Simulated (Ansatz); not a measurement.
# Quasiparticle gap of ZnWO4 (P2/c), part 2 of 3

Wanted: the gap of ZnWO4 (P2/c) with a many-body correction, and the time that it takes.

Ansatz 0.2.0; LDA, then G0W0 on it, plane waves, PAW. Known limits of the many-body steps: finite bands, screening cutoff and k mesh; no spin-orbit coupling in G0W0; d shells not analysed.

So far. Step 2 (Bands along the symmetry lines): Over mesh and path the gap is 2.860 eV, direct, at k = (0.000, 0.500, 0.000).

### 3. The quasiparticle correction

G0W0 replaces the xc potential by a self-energy built once from the orbitals of the start. Levels are corrected in the window of bands that the input names, at points of the mesh.

This step: G0W0 on LDA, plane waves, PAW.

Input file input.yaml:

```yaml
crystal:
  lattice:
    - [4.6986, 0.0, 0.0]
    - [0.0, 5.7293, 0.0]
    - [-0.052988409, 0.0, 4.9364156144]
  atoms:
    - { symbol: Zn, position: [0.5, 0.684, 0.25] }
    - { symbol: Zn, position: [0.5, 0.316, 0.75] }
    - { symbol: W, position: [0.0, 0.18258, 0.25] }
    - { symbol: W, position: [0.0, 0.81742, 0.75] }
    - { symbol: O, position: [0.2169, 0.1051, 0.9363] }
    - { symbol: O, position: [0.7831, 0.1051, 0.5637] }
    - { symbol: O, position: [0.7831, 0.8949, 0.0637] }
    - { symbol: O, position: [0.2169, 0.8949, 0.4363] }
    - { symbol: O, position: [0.2565, 0.3777, 0.3996] }
    - { symbol: O, position: [0.7435, 0.3777, 0.1004] }
    - { symbol: O, position: [0.7435, 0.6223, 0.6004] }
    - { symbol: O, position: [0.2565, 0.6223, 0.8996] }
kpoints:
  mp_grid: { grid: [4, 4, 4] }
hamiltonian:
  xc: lda
  pseudopotentials: { kind: paw, source: ansatz }
scf:
  occupations: { method: fixed }
gw:
  n_empty_bands: 1338
  ecut_chi: 270.0
  qp_bands: [v4, c4]
  qp_kpoints: band_edges
  screening: { model: contour_deformation }
```

Command:

```
$ ansatz run input.yaml --threads 4 --pin off --max-ram 138240MiB --backend cuda --events-out ev --progress --plain --runs-dir out --devices 1 --max-vram 26GiB
```

Numbers of over 12 decimals in the logs are rounded to 6 here.

The program printed:

```text
GPUs: using 1 of 1 available (devices: 1).
[...]
GPU FFT provider: cuFFT
GPU libraries: cuBLAS 13.8.2, cuFFT 12.4.0, cuSOLVER 12.3.4
Crystal: 12 atoms, lattice volume = 132.887 Å³
Basis set: ecut = 930 eV, 8549 PW (Γ)
Bands: 87, of which v1, the nominal top of the filled ones, is band 72 counted from 1 (71 counted from 0)
Symmetry: 4 space group operations
[...]
k-points: 30 of 64
[...]
GPU buffer pool allocated for 207360 grid points (all kernels)
[...]
SCF iter   1: F=—  HF=-54527.868023 eV  |F-HF|=—  |Δ(HF+E_count)|=         —  Δρ=1.68e-1  dr2=3.73e1  ethr=3.10e-3  ⟨swp⟩=5.0  Hψ=8938  notcnv=0  defer=383
[...]
SCF iter  11: F=-54516.372740 eV  HF=-54516.372740 eV  |F-HF|=4.04e-9  |Δ(HF+E_count)|=   2.73e-7  Δρ=8.87e-6  dr2=9.09e-8  ethr=6.94e-11  ⟨swp⟩=10.9  Hψ=14685  notcnv=0
SCF 1 converged in 11 iterations: F = -54516.372740 eV  dr2 = 9.09e-8
[...]
NSCF: frozen V_eff on 30 k-points, pencils in batches of 32, up to order 348
the band table was solved once the SCF had ended and its energy, with any forces and stress, was formed, with the checks that follow a solve (10278 applications of the Hamiltonian). They found nothing against the state; the energy, forces and stress were not computed again (output.eigenvalues in the input reference)
[...]
NSCF: frozen V_eff on 30 k-points
G₀W₀ screening: q 1/30
[... further progress lines ...]
[...]
SCF converged after 11 iterations
Free energy (F): -54516.372740 eV
[...]
Internal energy: -54516.372740 eV  (E = F + TS)
E sigma→0 (E₀):  -54516.372740 eV
Fermi energy:    10.060719 eV
[...]
--- Band table (eV; the first three rows and the last of 30) ---
  k-point 0: bands = [... 68 lower, 9.3639, 9.7089, 9.7834, 9.8048, 13.3866, 13.8436, 13.8765, 13.8849, ... 11 higher]
  k-point 1: bands = [... 68 lower, 9.4195, 9.6070, 9.8158, 10.0327, 13.4945, 13.5829, 13.7342, 13.8317, ... 11 higher]
  k-point 2: bands = [... 68 lower, 9.5402, 9.5402, 9.9472, 9.9472, 13.4246, 13.4246, 13.8736, 13.8736, ... 11 higher]
  k-point 29: bands = [... 68 lower, 9.1883, 9.1883, 9.7188, 9.7188, 13.6995, 13.6995, 13.9482, 13.9482, ... 11 higher]
--- G₀W₀: contour deformation, 7 samples at zero and on the imaginary axis and 1 off it, 64 q-points, 1338 empty bands' worth ---
  eigenvalues of the whole cell's RPA ε∞ on this k-mesh (on a slab, of 1 + 4πα/V) = 4.9714, 5.1402, 5.6916; static W/v taken at q = 0 is 0.189157
  gw.qp_kpoints: band_edges: 30 of 30 stored k-points solved, in 1 pass; an edge of the gap read off the rows below is read off those points alone
    ik  band        ε_KS         Σx   Σc(E_QP)       V_xc       Z   E_QP_lin       E_QP  E_QP is
     0    69      9.3639   -27.9502     4.5724   -22.5845  0.7254     8.5580     8.5707  root
     0    70      9.7089   -29.6661     4.5190   -24.3274  0.7361     8.8778     8.8892  root
     0    71      9.7834   -26.3417     4.3111   -21.2945  0.7256     9.0374     9.0475  root
     0    72      9.8048   -27.5922     4.2911   -22.5516  0.7327     9.0452     9.0553  root
     0    73     13.3866   -15.7399    -4.4205   -20.9954  0.7730    14.2302    14.2216  root
     0    74     13.8436   -16.3030    -4.8738   -22.0228  0.7647    14.7005    14.6896  root
     0    75     13.8765   -17.7237    -4.6284   -23.1588  0.7575    14.6933    14.6830  root
     0    76     13.8849   -16.5453    -4.8577   -22.2713  0.7586    14.7651    14.7532  root
     1    69      9.4195   -26.0869     4.1488   -21.2042  0.7254     8.6754     8.6858  root
     1    70      9.6070   -27.2349     4.2759   -22.2255  0.7285     8.8636     8.8736  root
     1    71      9.8158   -28.4160     4.4013   -23.2289  0.7315     9.0193     9.0301  root
     1    72     10.0327   -30.0642     4.4620   -24.7874  0.7398     9.2073     9.2179  root
     1    73     13.4945   -15.5768    -4.7247   -21.1406  0.7727    14.3429    14.3335  root
     1    74     13.5829   -15.6064    -4.6220   -21.0557  0.7711    14.4194    14.4101  root
     1    75     13.7342   -16.3048    -4.7718   -21.9385  0.7679    14.6066    14.5961  root
     1    76     13.8317   -17.2431    -4.6283   -22.6871  0.7594    14.6575    14.6473  root
     2    69      9.5402   -26.9730     4.1909   -22.0538  0.7318     8.8023     8.8120  root
     2    70      9.5402   -26.9730     4.1909   -22.0538  0.7318     8.8023     8.8120  root
     2    71      9.9472   -30.8923     4.5641   -25.4778  0.7395     9.0853     9.0968  root
     2    72      9.9472   -30.8923     4.5641   -25.4778  0.7395     9.0853     9.0968  root
     2    73     13.4246   -15.5424    -4.6015   -20.9628  0.7776    14.2519    14.2435  root
     2    74     13.4246   -15.5424    -4.6015   -20.9628  0.7776    14.2519    14.2435  root
     2    75     13.8736   -16.5057    -4.7673   -22.1073  0.7598    14.7187    14.7078  root
     2    76     13.8736   -16.5057    -4.7673   -22.1073  0.7598    14.7187    14.7078  root
     3    69      9.4167   -28.9638     4.5465   -23.5971  0.7299     8.5837     8.5965  root
     3    70      9.5729   -27.7437     4.3679   -22.5856  0.7315     8.7714     8.7827  root
     3    71      9.6586   -26.9029     4.3058   -21.8561  0.7272     8.9073     8.9176  root
     3    72      9.9657   -28.9601     4.4265   -23.7463  0.7360     9.1681     9.1786  root
     3    73     13.1672   -15.9095    -4.6403   -21.3528  0.7761    13.9785    13.9703  root
     3    74     13.6073   -16.0655    -4.7243   -21.6538  0.7704    14.4815    14.4713  root
     3    75     14.0051   -16.7436    -4.8912   -22.5018  0.7567    14.8843    14.8720  root
     3    76     14.2045   -16.5170    -4.9088   -22.2926  0.7609    15.0835    15.0712  root
     4    69      9.3536   -29.0211     4.5175   -23.6758  0.7311     8.5130     8.5259  root
     4    70      9.5570   -27.0885     4.2746   -22.0723  0.7286     8.8051     8.8155  root
     4    71      9.7249   -28.1883     4.4179   -22.9803  0.7303     8.9238     8.9349  root
     4    72     10.0607   -30.2290     4.4844   -24.9247  0.7399     9.2302     9.2409  root
     4    73     13.2383   -15.8096    -4.7545   -21.3839  0.7748    14.0669    14.0581  root
     4    74     13.7059   -15.8693    -4.6644   -21.3608  0.7705    14.5422    14.5328  root
     4    75     13.7653   -16.2797    -4.7373   -21.8892  0.7657    14.6484    14.6375  root
     4    76     14.1663   -16.7174    -4.9247   -22.5032  0.7581    15.0399    15.0274  root
[...]
28    73     13.3692   -15.8870    -5.0301   -21.7582  0.7715    14.2204    14.2102  root
    28    74     13.8103   -15.5422    -4.8826   -21.2754  0.7720    14.6713    14.6609  root
    28    75     14.0479   -17.0139    -4.7587   -22.6002  0.7580    14.8866    14.8755  root
    28    76     14.0886   -16.5461    -4.8450   -22.2613  0.7621    14.9705    14.9588  root
    29    69      9.1883   -28.3343     4.6141   -22.8900  0.7302     8.3441     8.3582  root
    29    70      9.1883   -28.3343     4.6141   -22.8900  0.7302     8.3441     8.3582  root
    29    71      9.7188   -27.7061     4.4646   -22.4765  0.7269     8.9427     8.9538  root
    29    72      9.7188   -27.7061     4.4646   -22.4765  0.7269     8.9427     8.9538  root
    29    73     13.6995   -15.7639    -5.0113   -21.6247  0.7683    14.5599    14.5490  root
    29    74     13.6995   -15.7639    -5.0113   -21.6247  0.7683    14.5599    14.5490  root
    29    75     13.9482   -16.6922    -4.6884   -22.1912  0.7637    14.7689    14.7588  root
    29    76     13.9482   -16.6922    -4.6884   -22.1912  0.7637    14.7689    14.7588  root
```

Elapsed: 7.1 min, on 1 × NVIDIA H100 80GB HBM3 (shared by 3 runs) with 4 threads of AMD EPYC 7R13 (Zen 3), shared host; peak memory 15 GiB; 15 min of CPU time.

This step gave:

* bands summed: 1410
* RPA ε∞ on this mesh (eigenvalues): 4.971, 5.140, 5.692
* plane waves in the screening matrix: 1335
* q-points in the mesh: 64
* G0W0 gap over the corrected points: 4.445 eV
* k of the valence top: 0.25, 0, -0.25
* k of the conduction bottom: 0, -0.5, 0
* starting gap on the mesh: 2.860 eV
* Z at the valence top: 0.7317
* Z at the conduction bottom: 0.7806
* least direct G0W0 gap over the corrected points: 4.474 eV

Over all 30 irreducible mesh points the G0W0 gap is 4.445 eV, from k = (0.250, 0.000, -0.250) to k = (0.000, -0.500, 0.000). The LDA gap of this run on the mesh is 2.860 eV. Other states bound it: the two that bound the G0W0 gap lie 2.883 eV apart in LDA, so state for state the correction is 4.445 − 2.883 = +1.562 eV, while gap against gap it is 4.445 − 2.860 = +1.585 eV. The start of this run differs from the step before in mesh (6×4×6 and 4×4×4), files (soft_1 PAW and hard PAW) and plane-wave cutoff (420 eV and 930 eV).

Labels follow the order of the start: v1 is the top filled band, c1 the lowest empty one; levels that stay degenerate share a row, the window can cut a multiplet, doubted levels are not marked in this list, bands outside the window were not corrected, and the list may be a part of the corrected levels. Levels before and after the correction, in eV, zero at the valence-band top of each column:

```csv
,conduction bottom,valence top
Kohn-Sham,2.86,0.00
G0W0,4.45,0.00
```

```csv
,level,occupation,energy (eV)
Kohn-Sham,(0 -0.5 0) v3,2,-0.508
Kohn-Sham,(0 -0.5 0) v2,2,-0.503
Kohn-Sham,(0 -0.5 0) v1,2,-0.004
Kohn-Sham,(0 -0.5 0) c1,0,2.860
Kohn-Sham,(0 -0.5 0) c2,0,3.792
Kohn-Sham,(0 -0.5 0) c3,0,3.926
Kohn-Sham,(0.25 0 -0.25) v3,2,-0.420
Kohn-Sham,(0.25 0 -0.25) v2,2,-0.318
Kohn-Sham,(0.25 0 -0.25) v1,2,-0.023
Kohn-Sham,(0.25 0 -0.25) c1,0,3.345
Kohn-Sham,(0.25 0 -0.25) c2,0,3.417
Kohn-Sham,(0.25 0 -0.25) c3,0,3.824
G0W0,(0 -0.5 0) v3,2,-0.471
G0W0,(0 -0.5 0) v2,2,-0.594
G0W0,(0 -0.5 0) v1,2,-0.029
G0W0,(0 -0.5 0) c1,0,4.445
G0W0,(0 -0.5 0) c2,0,5.455
G0W0,(0 -0.5 0) c3,0,5.555
G0W0,(0.25 0 -0.25) v3,2,-0.403
G0W0,(0.25 0 -0.25) v2,2,-0.388
G0W0,(0.25 0 -0.25) v1,2,0.000
G0W0,(0.25 0 -0.25) c1,0,4.953
G0W0,(0.25 0 -0.25) c2,0,5.002
G0W0,(0.25 0 -0.25) c3,0,5.473
```

The parts of the quasiparticle energy for the two states that bound the G0W0 gap, in eV on the run's own scale (QP = start + Σx + Σc − Vxc, with Σc at the quasiparticle energy):

```csv
edge,k,band,start,Σx,Σc,Vxc,Z,QP
valence top,"(0.250, 0.000, -0.250)",72,10.037,−27.942,4.312,−22.881,0.732,9.290
conduction bottom,"(0.000, -0.500, 0.000)",73,12.921,−15.659,−4.777,−21.251,0.781,13.735
```

(Part 2 of 3 ends here.)

[Paths, hosts, dates, memory and timing lines, banners, echoed tables and standing remarks are left out of the program output.]

[Logs are printed without paths, hosts, clocks, repeated set-up lines and the standing remarks that a program may print on its own settings, such as how far it seeks lower states.]

[Runs of the session that timed out or met a known fault of the program may be left out.]

[Cells called generated may have been cut or substituted from an entry of the Crystallography Open Database or the Materials Project.]

[Hosts, paths, dates, database ids (printed as entryN), source tags and the programs' standing remarks are cut or masked in the printed files.]

[Where an RPA ε∞ is given, it is that of the G0W0 mesh and is not shown converged in it. Names of k-points follow the symmetry that the program found, which can be lower than the space group named. Band edges on a path are those of the sampled points; other points can move an edge, and change direct to indirect where valleys lie close.]

[Hybrid gaps are those of their k-mesh and are not shown converged in it.]
